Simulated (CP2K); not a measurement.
Consider 3-silylfuran at its PBE geometry (Å).

```xyz
12

Si    1.9797    0.0108    0.0268
C     0.1263   -0.0854   -0.0054
C    -0.8260    0.9997    0.0799
C    -2.0711    0.4478    0.0181
O    -1.9807   -0.9212   -0.0954
C    -0.6414   -1.2180   -0.1107
H     2.5643   -1.0533   -0.8378
H     2.5240   -0.1632    1.4052
H     2.4076    1.3468   -0.4751
H    -0.6012    2.0577    0.1667
H    -3.0768    0.8500    0.0353
H    -0.4046   -2.2715   -0.2074
```

Method: CP2K XAS_TDP, all-electron GAPW, PBEh(45%), aug-pc-1, TDA, GW2X-corrected core level, ZORA, spin–orbit coupling.

Where do the Si L₂,₃-edge lines lie, and how strong are they?

Leading lines: Si1 105.44 eV. The leading line of an atom is its first one with 35 % of the strongest within 2.5 eV of its lowest line over the strength cut. Core ionisation energies at this level: Si1 107.50/107.51/108.10 eV; the 2p½ level lies 0.59 eV above the 2p3/2 pair.

The first six lines of each atom with a strength over 0.0003:

| atom | energy (eV) | states | strength, one atom | above the computed threshold |
| --- | --- | --- | --- | --- |
| Si1 (bonded to C and 3 H) | 104.67 | 2 | 0.0031 |  |
|  | 104.73 | 1 | 0.0018 |  |
|  | 104.79 | 2 | 0.0004 |  |
|  | 104.81 | 1 | 0.0006 |  |
|  | 104.92 | 1 | 0.0010 |  |
|  | 104.94 | 1 | 0.0016 |  |

Lines are vertical, at one geometry, with no vibrational structure. GW2X ionisation energies and lines can be off by 1 to 2 eV either way, and a good line position may hide errors that cancel. Rydberg lines, and the discretised continuum above threshold, depend on the basis and the box.

[Banner, clock and machine lines of the logs are left out without a mark of their own.]

[Logs are printed without paths, hosts, clocks, repeated set-up lines and the standing remarks that a program may print on its own settings, such as how far it seeks lower states.]

[Hosts, paths, dates, database ids (printed as entryN), source tags and the programs' standing remarks are cut or masked in the printed files.]
